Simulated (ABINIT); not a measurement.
Planning a run of ABINIT 10.8.3 on CsVN2 (Fd-3m). The input:

```
acell 3*1.0 Angstrom
rprim 
  0.000000000000 4.171935907400 4.171935907400
  4.171935907400 0.000000000000 4.171935907400
  4.171935907400 4.171935907400 0.000000000000
ntypat 3
znucl 55 23 7
natom 8
typat 1 1 2 2 3 3 3 3
xred 
  0.250000000000 0.250000000000 0.250000000000
  -0.000000000000 0.000000000000 0.000000000000
  0.750000000000 0.750000000000 0.750000000000
  0.500000000000 0.500000000000 0.500000000000
  0.625000000000 0.625000000000 0.625000000000
  0.125000000000 0.625000000000 0.625000000000
  0.625000000000 0.125000000000 0.625000000000
  0.625000000000 0.625000000000 0.125000000000
pp_dirpath "pseudos"
pseudos "Cs.upf, V.upf, N.upf"
ecut 38
ngkpt 2 2 2
nshiftk 1
shiftk 0 0 0
kptopt 1
chksymbreak 0
istwfk *1
occopt 1
irdwfk 1
optdriver 3
nband 151
ecuteps 2.2
inclvkb 2
awtr 1
symchi 1
gwcalctyp 1
nfreqre 0
nfreqim 8
gwrpacorr 1
indata_prefix "in"
outdata_prefix "out"
tmpdata_prefix "tmp"
```

```sh
OMP_NUM_THREADS=1 mpirun -n 4 abinit run.abi > log
```

**Question.** Estimate wall time and host memory on 4 MPI ranks of Intel Xeon 6975P-C (Granite Rapids), shared host.

It took 56 s; on shared hardware allow 28 s to 1.9 min. Peak host memory was 2.0 GiB.

[Paths, hosts, dates, memory and timing lines, banners, echoed tables and standing remarks are left out of the program output.]

[Logs are printed without paths, hosts, clocks, repeated set-up lines and the standing remarks that a program may print on its own settings, such as how far it seeks lower states.]

[Runs of the session that timed out or met a known fault of the program may be left out.]

[Hosts, paths, dates, database ids (printed as entryN), source tags and the programs' standing remarks are cut or masked in the printed files.]

[G0W0 gaps are taken among the corrected bands and points alone; a level outside them can change the order at an edge.]

[Where Ansatz stands beside ABINIT at settings called matched, ABINIT's density can come from a denser mesh and the files from another edition; pairs whose starting gaps differed by over 0.03 eV were left out, so agreement reads better than it is.]
